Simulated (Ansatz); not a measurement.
# How fast states decay through Ca3AsBr2Cl

A new crystal, Ca3AsBr2Cl: structure, gap and complex bands. It is built by putting Cl for part of the Br in the Ca3AsBr3 structure of space group Pm-3m, with the volume rescaled by atomic radii. The parent structure comes from the Materials Project.

Method: r2SCAN DFT, plane waves, PAW files, in the first sound run; inputs show where later runs differ, in Ansatz 0.2.0.

The structure was built from a prototype and need not be the compound's stable phase.

## (1) Starting point

Symmetry: P4/mmm, No. 123, tetragonal system. Conventional cell: a = 5.877 Å, b = 5.877 Å, c = 5.877 Å, α = 90.00°, β = 90.00°, γ = 90.00°. Nearest to Ca lie 2 As at 2.94 Å and 2 Br at 2.94 Å and 2 Cl at 2.94 Å. Nearest to Ca lie 4 Br at 2.94 Å and 2 As at 2.94 Å. Nearest to As lie 6 Ca at 2.94 Å. Br has 4 Ca at 2.94 Å nearest. Cl has 4 Ca at 2.94 Å nearest. It derives from Ca3AsBr3. Cl for part of the Br in the Ca3AsBr3 structure of space group Pm-3m. Farther neighbours and most contacts between anions are not listed.

As a file:

```cif
data_structure
_symmetry_space_group_name_H-M 'P 1'
_symmetry_Int_Tables_number 1
_cell_length_a 5.8770
_cell_length_b 5.8770
_cell_length_c 5.8770
_cell_angle_alpha 90.000
_cell_angle_beta 90.000
_cell_angle_gamma 90.000
_cell_volume 202.98
loop_
_atom_site_label
_atom_site_type_symbol
_atom_site_fract_x
_atom_site_fract_y
_atom_site_fract_z
_atom_site_occupancy
Ca1 Ca 0.50000 0.00000 0.00000 1
Ca2 Ca 0.00000 0.50000 0.00000 1
Ca3 Ca 0.00000 0.00000 0.50000 1
As4 As 0.00000 0.00000 0.00000 1
Br5 Br 0.00000 0.50000 0.50000 1
Br6 Br 0.50000 0.00000 0.50000 1
Cl7 Cl 0.50000 0.50000 0.00000 1
```

## (2) Relaxing the new crystal

The substituted atoms don't fit the parent's cell, so cell and atoms relax together. A small smearing keeps the run stable in case the gap closes on the way.

input.yaml reads:

```yaml
crystal:
  lattice:
    - [5.8769785552, 0.0, 0.0]
    - [0.0, 5.8769785552, 0.0]
    - [0.0, 0.0, 5.8769785552]
  atoms:
    - { symbol: Ca, position: [0.5, 0.0, 0.0] }
    - { symbol: Ca, position: [0.0, 0.5, 0.0] }
    - { symbol: Ca, position: [0.0, 0.0, 0.5] }
    - { symbol: As, position: [0.0, 0.0, 0.0] }
    - { symbol: Br, position: [0.0, 0.5, 0.5] }
    - { symbol: Br, position: [0.5, 0.0, 0.5] }
    - { symbol: Cl, position: [0.5, 0.5, 0.0] }
kpoints:
  mp_grid: { grid: [4, 4, 4] }
scf:
  occupations: { method: gaussian, width: 0.03 }
hamiltonian:
  xc: r2scan
output:
  forces: true
  stress: true
relax:
  f_tol: 0.02
  max_steps: 60
  cell: {}
```

The run is started by

```console
$ ansatz run input.yaml --threads 2 --pin off --max-ram 4096MiB --backend cpu --events-out ev --progress --plain --runs-dir out
```

Numbers of over 12 decimals in the logs are rounded to 6 here.

Log:

```text
Engine: ansatz 0.2.0, aarch64-unknown-linux-gnu
Pseudopotentials: kind: paw
Pseudopotential: Ca, paw, valence charge 10, recommended cutoff 500 eV (meta_gga), Ca.paw.azcp
Pseudopotential: As, paw, valence charge 15, recommended cutoff 500 eV (meta_gga), As.paw.azcp
Pseudopotential: Br, paw, valence charge 7, recommended cutoff 500 eV (meta_gga), Br.paw.azcp
Pseudopotential: Cl, paw, valence charge 7, recommended cutoff 500 eV (meta_gga), Cl.paw.azcp
Functional definition: r2SCAN
  parameter k0 = 0.174
  parameter k1 = 0.065
  parameter a1 = 4.9479
  exchange = r2scan_x(k0 = k0, k1 = k1, a1 = a1)
  correlation = r2scan_c
Crystal: 7 atoms, lattice volume = 202.984 Å³
Basis set: ecut = 500 eV, 5137 PW (Γ), exchange–correlation on 180×180×180 points (64 copies of the dense FFT grid, shifted against one another)
Bands: 40, of which v1, the nominal top of the filled ones, is band 33 counted from 1 (32 counted from 0)
Symmetry: 16 space group operations
Space group: P4/mmm (ITA 123), of the structure as read, at distance tolerance 5.9e-5 Å
k-points: 18 of 64
Non-local potential: Ca, projectors of the file, l = 0: 3, l = 1: 2, l = 2: 2
Non-local potential: As, projectors of the file, l = 0: 2, l = 1: 2, l = 2: 3, l = 3: 1
Non-local potential: Br, projectors of the file, l = 0: 2, l = 1: 2, l = 2: 2
Non-local potential: Cl, projectors of the file, l = 0: 2, l = 1: 2, l = 2: 2
PAW form: soft (Blöchl's): semilocal exchange-correlation on the pseudo side does not see the compensation charge
PAW frozen core: Ca, regenerated for the run's functional (the file was generated under x = pbe(κ = 0.804, μ = 0.219515), c = pbe(β = 0.066725))
PAW frozen core: As, regenerated for the run's functional (the file was generated under x = pbe(κ = 0.804, μ = 0.219515), c = pbe(β = 0.066725))
PAW frozen core: Br, regenerated for the run's functional (the file was generated under x = pbe(κ = 0.804, μ = 0.219515), c = pbe(β = 0.066725))
PAW frozen core: Cl, regenerated for the run's functional (the file was generated under x = pbe(κ = 0.804, μ = 0.219515), c = pbe(β = 0.066725))
PAW one-centre angular grid: Ca, 302 points (default); XC on 160 Gauss nodes
PAW one-centre angular grid: As, 590 points (default); XC on 160 Gauss nodes
PAW one-centre angular grid: Br, 302 points (default); XC on 160 Gauss nodes
PAW one-centre angular grid: Cl, 302 points (default); XC on 160 Gauss nodes
Initial density: superposition of atomic densities (neutral atoms: chi_scale 0, normalization atom), corrected by the library's trained network
Initial wavefunctions: pseudopotential atomic-orbital guess
Functional: x = r2scan, c = r2scan; τ floored in thin density (d = 2e-4 eV/Å³)
SCF iter   1: F=—  HF=-17013.657719 eV  |F-HF|=—  |Δ(HF+E_count)|=         —  Δρ=5.11e-3  dr2=8.43e-2  dr2_τ=1.91e-2  ethr=1.77e-3  ⟨swp⟩=13.7  Hψ=4245  notcnv=0  defer=1
preconditioner: auto → Resta (q_TF=auto, 2.262 Å⁻¹)  ε∞=3.9  [insulator: Δε(μ)=2.177 eV  Ē_g=7.809 eV  σ=0.030 eV  W_gap=1.00  n_scr=32 (ndim 8)  ℏωp=13.3 eV  f_vac=0.050  D(μ)=0.00/eV (n_scr^D=0)  ε∞_Penn≈3.9]
SCF iter   2: F=—  HF=-17013.758770 eV  |F-HF|=—  |Δ(HF+E_count)|=   1.01e-1  Δρ=2.25e-3  dr2=1.52e-2  dr2_τ=3.99e-4  ethr=1.28e-4  ⟨swp⟩=3.7  Hψ=1594  notcnv=0  defer=39
SCF iter   3: F=—  HF=-17013.755388 eV  |F-HF|=—  |Δ(HF+E_count)|=   3.38e-3  Δρ=7.09e-4  dr2=1.32e-3  dr2_τ=6.53e-5  ethr=2.31e-5  ⟨swp⟩=2.8  Hψ=1344  notcnv=0  defer=39
SCF iter   4: F=—  HF=-17013.755301 eV  |F-HF|=—  |Δ(HF+E_count)|=   8.71e-5  Δρ=2.94e-4  dr2=2.02e-4  dr2_τ=1.29e-5  ethr=2.00e-6  ⟨swp⟩=2.0  Hψ=1221  notcnv=0  defer=39
SCF iter   5: F=—  HF=-17013.755324 eV  |F-HF|=—  |Δ(HF+E_count)|=   2.38e-5  Δρ=4.88e-5  dr2=1.20e-5  dr2_τ=4.79e-7  ethr=3.05e-7  ⟨swp⟩=2.1  Hψ=933  notcnv=0  defer=39
SCF iter   6: F=—  HF=-17013.755237 eV  |F-HF|=—  |Δ(HF+E_count)|=   8.76e-5  Δρ=1.46e-5  dr2=1.31e-6  dr2_τ=4.81e-8  ethr=1.82e-8  ⟨swp⟩=2.8  Hψ=1219  notcnv=0  defer=39
SCF iter   7: F=—  HF=-17013.755237 eV  |F-HF|=—  |Δ(HF+E_count)|=   4.01e-7  Δρ=5.69e-6  dr2=1.23e-7  dr2_τ=8.03e-9  ethr=1.98e-9  ⟨swp⟩=2.0  Hψ=1221  notcnv=0  defer=39
SCF iter   8: F=-17013.755237 eV  HF=-17013.755237 eV  |F-HF|=4.79e-9  |Δ(HF+E_count)|=   8.02e-8  Δρ=1.50e-6  dr2=7.02e-9  dr2_τ=1.03e-9  ethr=1.52e-10  ⟨swp⟩=4.8  Hψ=2295  notcnv=0
SCF 1 converged in 8 iterations: F = -17013.755237 eV  dr2 = 7.02e-9
  greatest PAW one-centre occupation: 0.999 electrons in one spin orbital (limit 2), on the As atom at site 3 (counted from 0), in its partial waves of l = 2
relax step   1: F+E_penalty+E_count = -17013.75523719 eV  Δ(F+E_penalty+E_count) = +0.000e0 eV  max|allowed force component| = 1.259e-28 eV/Å  Δτ_max = 0.0000 Å  P = -0.228 GPa  Ω = 202.984 Å³  (8 SCF iters, dr2 threshold 1.00e-7 eV, accepted)
Crystal: 7 atoms, lattice volume = 201.495 Å³
Basis set: ecut = 500 eV, 5121 PW (Γ), exchange–correlation on 180×180×180 points (64 copies of the dense FFT grid, shifted against one another)
Initial density: handed on by an earlier stage of this run
Initial wavefunctions: those handed on with the density
iter 1 solved again at ethr=4.38e-6 eV; its pass at ethr=3.10e-3 eV (dr2=2.89e-3 eV) is discarded
SCF iter   1: F=—  HF=-17013.758989 eV  |F-HF|=—  |Δ(HF+E_count)|=         —  Δρ=8.88e-4  dr2=3.17e-3  dr2_τ=6.65e-3  ethr=4.38e-6  ⟨swp⟩=2.9  Hψ=4580  notcnv=0
preconditioner: auto → Resta (q_TF=auto, 2.265 Å⁻¹)  ε∞=4.0  [insulator: Δε(μ)=2.022 eV  Ē_g=7.663 eV  σ=0.030 eV  W_gap=1.00  n_scr=32 (ndim 8)  ℏωp=13.3 eV  f_vac=0.049  D(μ)=0.00/eV (n_scr^D=0)  ε∞_Penn≈4.0]
SCF iter   2: F=—  HF=-17013.768377 eV  |F-HF|=—  |Δ(HF+E_count)|=   9.39e-3  Δρ=5.22e-4  dr2=1.14e-3  dr2_τ=1.60e-5  ethr=4.38e-6  ⟨swp⟩=2.2  Hψ=1444  notcnv=0
SCF iter   3: F=—  HF=-17013.767974 eV  |F-HF|=—  |Δ(HF+E_count)|=   4.02e-4  Δρ=1.48e-4  dr2=5.27e-5  dr2_τ=7.78e-6  ethr=1.73e-6  ⟨swp⟩=3.0  Hψ=1312  notcnv=0
SCF iter   4: F=—  HF=-17013.767930 eV  |F-HF|=—  |Δ(HF+E_count)|=   4.47e-5  Δρ=7.09e-5  dr2=1.24e-5  dr2_τ=8.44e-7  ethr=7.99e-8  ⟨swp⟩=2.0  Hψ=1260  notcnv=0
SCF iter   5: F=—  HF=-17013.767935 eV  |F-HF|=—  |Δ(HF+E_count)|=   5.25e-6  Δρ=1.82e-5  dr2=1.72e-6  dr2_τ=7.50e-8  ethr=1.87e-8  ⟨swp⟩=2.0  Hψ=1260  notcnv=0
SCF iter   6: F=-17013.767935 eV  HF=-17013.767935 eV  |F-HF|=1.29e-7  |Δ(HF+E_count)|=   2.14e-8  Δρ=7.29e-6  dr2=2.52e-7  dr2_τ=8.36e-9  ethr=1.06e-9  ⟨swp⟩=4.9  Hψ=2401  notcnv=0
SCF 2 converged in 6 iterations: F = -17013.767935 eV  dr2 = 2.52e-7
relax step   2: F+E_penalty+E_count = -17013.76793515 eV  Δ(F+E_penalty+E_count) = -1.270e-2 eV  max|allowed force component| = 5.747e-30 eV/Å  Δτ_max = 0.0000 Å  P = +0.046 GPa  Ω = 201.495 Å³  energy of the carried Pulay correction = +1.828e-4 eV  (6 SCF iters, dr2 threshold 7.00e-7 eV, accepted)
Crystal: 7 atoms, lattice volume = 201.889 Å³
Basis set: ecut = 500 eV, 5113 PW (Γ), exchange–correlation on 180×180×180 points (64 copies of the dense FFT grid, shifted against one another)
iter 1 solved again at ethr=1.57e-7 eV; its pass at ethr=3.10e-3 eV (dr2=1.03e-4 eV) is discarded
SCF iter   1: F=—  HF=-17013.767845 eV  |F-HF|=—  |Δ(HF+E_count)|=         —  Δρ=1.73e-4  dr2=1.34e-4  dr2_τ=2.83e-4  ethr=1.57e-7  ⟨swp⟩=3.1  Hψ=4248  notcnv=0
preconditioner: auto → Resta (q_TF=auto, 2.264 Å⁻¹)  ε∞=4.0  [insulator: Δε(μ)=2.022 eV  Ē_g=7.673 eV  σ=0.030 eV  W_gap=1.00  n_scr=32 (ndim 8)  ℏωp=13.3 eV  f_vac=0.050  D(μ)=0.00/eV (n_scr^D=0)  ε∞_Penn≈4.0]
SCF iter   2: F=—  HF=-17013.768286 eV  |F-HF|=—  |Δ(HF+E_count)|=   4.40e-4  Δρ=1.02e-4  dr2=4.92e-5  dr2_τ=5.61e-7  ethr=1.57e-7  ⟨swp⟩=2.0  Hψ=1314  notcnv=0
SCF iter   3: F=—  HF=-17013.768180 eV  |F-HF|=—  |Δ(HF+E_count)|=   1.06e-4  Δρ=3.33e-5  dr2=2.69e-6  dr2_τ=3.56e-7  ethr=7.46e-8  ⟨swp⟩=2.5  Hψ=1288  notcnv=0
SCF iter   4: F=—  HF=-17013.768180 eV  |F-HF|=—  |Δ(HF+E_count)|=   7.32e-7  Δρ=1.59e-5  dr2=6.56e-7  dr2_τ=4.20e-8  ethr=4.07e-9  ⟨swp⟩=2.0  Hψ=1260  notcnv=0
SCF iter   5: F=-17013.768181 eV  HF=-17013.768181 eV  |F-HF|=4.12e-8  |Δ(HF+E_count)|=   2.16e-7  Δρ=4.06e-6  dr2=7.75e-8  dr2_τ=5.87e-9  ethr=1.44e-10  ⟨swp⟩=3.0  Hψ=2870  notcnv=0
SCF 3 converged in 5 iterations: F = -17013.768181 eV  dr2 = 7.75e-8
relax step   3: F+E_penalty+E_count = -17013.76818065 eV  Δ(F+E_penalty+E_count) = -2.455e-4 eV  max|allowed force component| = 5.268e-30 eV/Å  Δτ_max = 0.0000 Å  P = -0.026 GPa  Ω = 201.889 Å³  energy of the carried Pulay correction = +1.372e-4 eV  (5 SCF iters, dr2 threshold 9.53e-8 eV, accepted)
Initial wavefunctions: pseudopotential atomic-orbital guess (no wavefunctions were taken with the density)
iter 1 solved again at ethr=1.32e-7 eV; its pass at ethr=3.10e-3 eV (dr2=8.71e-5 eV) is discarded
SCF iter   1: F=—  HF=-17013.768141 eV  |F-HF|=—  |Δ(HF+E_count)|=         —  Δρ=1.87e-5  dr2=1.21e-7  dr2_τ=2.76e-7  ethr=1.32e-7  ⟨swp⟩=4.3  Hψ=6506  notcnv=0
preconditioner: auto → Resta (q_TF=auto, 2.264 Å⁻¹)  ε∞=4.0  [insulator: Δε(μ)=2.026 eV  Ē_g=7.670 eV  σ=0.030 eV  W_gap=1.00  n_scr=32 (ndim 8)  ℏωp=13.3 eV  f_vac=0.050  D(μ)=0.00/eV (n_scr^D=0)  ε∞_Penn≈4.0]
SCF iter   2: F=—  HF=-17013.768063 eV  |F-HF|=—  |Δ(HF+E_count)|=   7.90e-5  Δρ=9.89e-6  dr2=5.06e-8  dr2_τ=4.05e-8  ethr=1.83e-10  ⟨swp⟩=2.6  Hψ=1320  notcnv=0
SCF iter   3: F=—  HF=-17013.768063 eV  |F-HF|=—  |Δ(HF+E_count)|=   2.62e-7  Δρ=2.70e-6  dr2=1.38e-8  dr2_τ=2.44e-9  ethr=7.67e-11  ⟨swp⟩=2.1  Hψ=985  notcnv=0
SCF iter   4: F=—  HF=-17013.768063 eV  |F-HF|=—  |Δ(HF+E_count)|=   1.59e-8  Δρ=1.01e-6  dr2=1.87e-9  dr2_τ=3.95e-10  ethr=2.09e-11  ⟨swp⟩=2.0  Hψ=1260  notcnv=0
SCF iter   5: F=-17013.768063 eV  HF=-17013.768063 eV  |F-HF|=7.64e-11  |Δ(HF+E_count)|=   3.27e-9  Δρ=1.69e-7  dr2=3.79e-11  dr2_τ=1.07e-11  ethr=1.00e-12  ⟨swp⟩=4.0  Hψ=3054  notcnv=0
SCF 4 converged in 5 iterations: F = -17013.768063 eV  dr2 = 3.79e-11
relax step   4: F+E_penalty+E_count = -17013.76806281 eV  Δ(F+E_penalty+E_count) = +1.178e-4 eV  max|allowed force component| = 5.663e-30 eV/Å  Δτ_max = 0.0000 Å  P = -0.027 GPa  Ω = 201.889 Å³  stress off target by 3.14e-2 GPa  SCF on the basis re-selected at this cell (its energy is not comparable with the rows above)  (5 SCF iters)
basis re-selected at this cell: Δ(F+E_penalty+E_count) = +1.178e-4 eV, ΔP = -0.000 GPa vs the last step (what re-selecting the basis moved, of the pressure what is left beyond the Pulay correction that the steps carried, after the strain that the cell walked since its last selection, with what the two solves' SCF thresholds leave and, on support functions, any second-order correction that the steps lacked; it is no m [...]
SCF converged after 5 iterations
Free energy (F): -17013.768063 eV
Harris-Foulkes:  -17013.768063 eV  (|F-HF|=7.64e-11)
Internal energy: -17013.768063 eV  (E = F + TS)
E sigma→0 (E₀):  -17013.768063 eV
Fermi energy:    6.468945 eV
--- Per-component energies (eV) ---
  E_band       = -831.533302
  E_kinetic    = 1368.263447
  E_local      = -5629.187012  (includes V_loc(G=0)·N_el)
  E_nonlocal   = -312.814588
  E_hartree    = 2349.479217
  E_xc         = -1093.773503
  E_vxc        = -1034.279319  (∫ρ·V_xc dr)
  E_paw        = -9645.952340  (= ΣΔE_a)
  E_vpaw       = 19.504457  (= ΣTr[D̂ρ^β])
  E_aug_tail   = 0.000017  (compensation charges beyond the density's cutoff)
  E_vtau       = 58.021127  (kinetic-family band-sum trace: ∫τ·v_τ [+ j·A + Jᵃ·Aᵃ] dr)
  E_ewald      = -4047.211104
  E_core_change = -2.572198  (= ΣΔE_core)
  E_smearing   = -0.000000  (= −TS)
  E_closure    = 0.000000  (closes the sum)
  Σ components = -17013.768063   (vs F -17013.768063, Δ=0.00e0)
--- Forces (eV/Å), atoms counted from 1 ---
  atom   1  Ca     0.00000000     0.00000000     0.00000000
  atom   2  Ca     0.00000000     0.00000000     0.00000000
  atom   3  Ca     0.00000000     0.00000000     0.00000000
  atom   4  As    -0.00000000    -0.00000000     0.00000000
  atom   5  Br     0.00000000     0.00000000     0.00000000
  atom   6  Br    -0.00000000     0.00000000     0.00000000
  atom   7  Cl     0.00000000    -0.00000000     0.00000000
  max |Σ_I F_I| component: 6.71e-30 eV/Å
--- Stress (GPa, compression-positive) ---
       -0.024345       0.000000       0.000000
        0.000000      -0.024345       0.000000
        0.000000       0.000000      -0.031438
  P = ⅓ Tr σ = -0.0267 GPa (-0.267 kbar)
--- Relaxed structure (3 steps of the walk, 3 accepted, 1 SCFs on fresh bases) ---
  F+E_penalty+E_count = -17013.76806281 eV   max|allowed force component| = 5.663e-30 eV/Å   (the final SCF, on the basis selected at the relaxed cell)
  cell:  # Å, volume = 201.8893 Å³
    - [5.829437, 0, 0.0]
    - [0, 5.829437, 0.0]
    - [0.0, 0.0, 5.941008]
  atoms:
    - { symbol: Ca, position: [0.5, 0, 0.0] }
    - { symbol: Ca, position: [0, 0.5, 0.0] }
    - { symbol: Ca, position: [0, 0, 0.5] }
    - { symbol: As, position: [0, 0, 0.0] }
    - { symbol: Br, position: [0, 0.5, 0.5] }
    - { symbol: Br, position: [0.5, 0, 0.5] }
    - { symbol: Cl, position: [0.5, 0.5, 0.0] }
```

The job ended after 79 s (2 threads of Arm Neoverse N1, shared host; peak memory 0.97 GiB).

Step by step:

| step | energy less that of the first step (eV) | largest force component (eV/Å) | pressure (GPa) | volume (Å³) |
| --- | --- | --- | --- | --- |
| 1 | 0.0000 | 0.0000 | -0.23 | 202.98 |
| 2 | -0.0127 | 0.0000 | 0.05 | 201.49 |
| 3 | -0.0129 | 0.0000 | -0.03 | 201.89 |
| 4* | -0.0128 | 0.0000 | -0.03 | 201.89 |

Relaxation steps marked * repeat the geometry before them on a plane-wave basis chosen anew for their cell, so energy and pressure can jump there.

Forces are held to the 16 operations that the run works with; a distortion that breaks them can't arise in this run.

| conventional cell, symmetrised | before | after | change |
| --- | --- | --- | --- |
| a (Å) | 5.877 | 5.829 | -0.8 % |
| b (Å) | 5.877 | 5.829 | -0.8 % |
| c (Å) | 5.877 | 5.941 | +1.1 % |
| volume (Å³/atom) | 29.00 | 28.84 | -0.5 % |

Numbers from this step:

- free energy: -17013.7681 eV
- Fermi energy: 6.469 eV
- pressure: -0.02671 GPa

The largest force component on a free atom ends at 5.7e-30 eV/Å.

## (3) The bulk crystal and its band edges

The energy window and the wavevectors of the next steps follow from the band edges, so these are searched first, off the mesh as well.

input.yaml reads:

```yaml
crystal:
  lattice:
    - [5.8294367695, 0.0, 0.0]
    - [0.0, 5.8294367695, 0.0]
    - [0.0, 0.0, 5.9410083297]
  atoms:
    - { symbol: Ca, position: [0.5, 0.0, 0.0] }
    - { symbol: Ca, position: [0.0, 0.5, 0.0] }
    - { symbol: Ca, position: [0.0, 0.0, 0.5] }
    - { symbol: As, position: [0.0, 0.0, 0.0] }
    - { symbol: Br, position: [0.0, 0.5, 0.5] }
    - { symbol: Br, position: [0.5, 0.0, 0.5] }
    - { symbol: Cl, position: [0.5, 0.5, 0.0] }
kpoints:
  mp_grid: { grid: [4, 4, 4] }
  band_path: { path: [VBM, CBM], npoints: 30 }
scf:
  occupations: { method: fixed }
hamiltonian:
  xc: r2scan
output:
  eigenvalues: true
  write_potential: true
  write_density: true
  volumetric_format: npy
```

Log:

```text
[...]
Crystal: 7 atoms, lattice volume = 201.889 Å³
Basis set: ecut = 500 eV, 5113 PW (Γ), exchange–correlation on 180×180×180 points (64 copies of the dense FFT grid, shifted against one another)
Bands: 40, of which v1, the nominal top of the filled ones, is band 33 counted from 1 (32 counted from 0)
Symmetry: 16 space group operations
[...]
k-points: 18 of 64
[...]
SCF iter   1: F=—  HF=-17013.668778 eV  |F-HF|=—  |Δ(HF+E_count)|=         —  Δρ=5.11e-3  dr2=8.36e-2  dr2_τ=1.94e-2  ethr=1.77e-3  ⟨swp⟩=6.6  Hψ=2611  notcnv=0  defer=75
[...]
SCF iter   8: F=-17013.768063 eV  HF=-17013.768063 eV  |F-HF|=4.56e-9  |Δ(HF+E_count)|=   8.05e-8  Δρ=1.45e-6  dr2=7.03e-9  dr2_τ=8.24e-10  ethr=1.52e-10  ⟨swp⟩=19.2  Hψ=3936  notcnv=0
SCF 1 converged in 8 iterations: F = -17013.768063 eV  dr2 = 7.03e-9
[...]
NSCF: frozen V_eff on 40 k-points
[...]
SCF converged after 8 iterations
Free energy (F): -17013.768063 eV
[...]
Internal energy: -17013.768063 eV  (E = F + TS)
E sigma→0 (E₀):  -17013.768063 eV
Fermi energy:    5.456161 eV
[...]
--- Band table (eV; the first three rows and the last of 18) ---
  k-point 0: bands = [... 29 lower, 2.4061, 5.4348, 5.4348, 5.4562, 7.4821, 7.4821, 7.5717, 8.4726, ... 3 higher]
  k-point 1: bands = [... 29 lower, 2.3489, 4.7060, 5.1755, 5.1755, 7.7005, 8.2128, 8.2128, 9.0350, ... 3 higher]
  k-point 2: bands = [... 29 lower, 2.2967, 4.1562, 4.9883, 4.9883, 7.8818, 8.8016, 9.2635, 9.2635, ... 3 higher]
  k-point 17: bands = [... 29 lower, 2.6746, 4.3219, 4.3219, 4.3730, 9.7246, 9.9151, 9.9151, 10.1623, ... 3 higher]
```

It took 75 s on 2 threads; peak memory 0.9 GiB; 2.5 min of CPU time.

In the SCF lines HF is the Harris–Foulkes energy and dr2 the Hartree energy of the density residual, in eV; the loop may stop once dr2 is under the threshold and the program's other checks hold. Hψ counts applications of the Hamiltonian.

This step gave:

| Quantity | Value |
| --- | --- |
| Fermi energy | 5.456 eV |
| gap on the k-mesh | 2.026 eV |
| gap on path | 2.026 eV, by band count; negative where bands overlap |
| direct gap on path | 2.026 eV |
| edge places on path | 0, 0 1/A along the path |

Levels at VBM (eV): -4.60, -4.60, -4.56, -4.01, -4.01, -3.82, -3.36, -3.05, -3.05, -0.02, -0.02, 0.00, 2.03, 2.03, 2.12, 3.02, 3.85, 4.01, 4.01.

The searched edges give 2.03 eV, as on the mesh.

(Part 1 of 3 ends here.)

[Logs are printed without paths, hosts, clocks, repeated set-up lines and the standing remarks that a program may print on its own settings, such as how far it seeks lower states.]

[Hosts, paths, dates, database ids (printed as entryN), source tags and the programs' standing remarks are cut or masked in the printed files.]
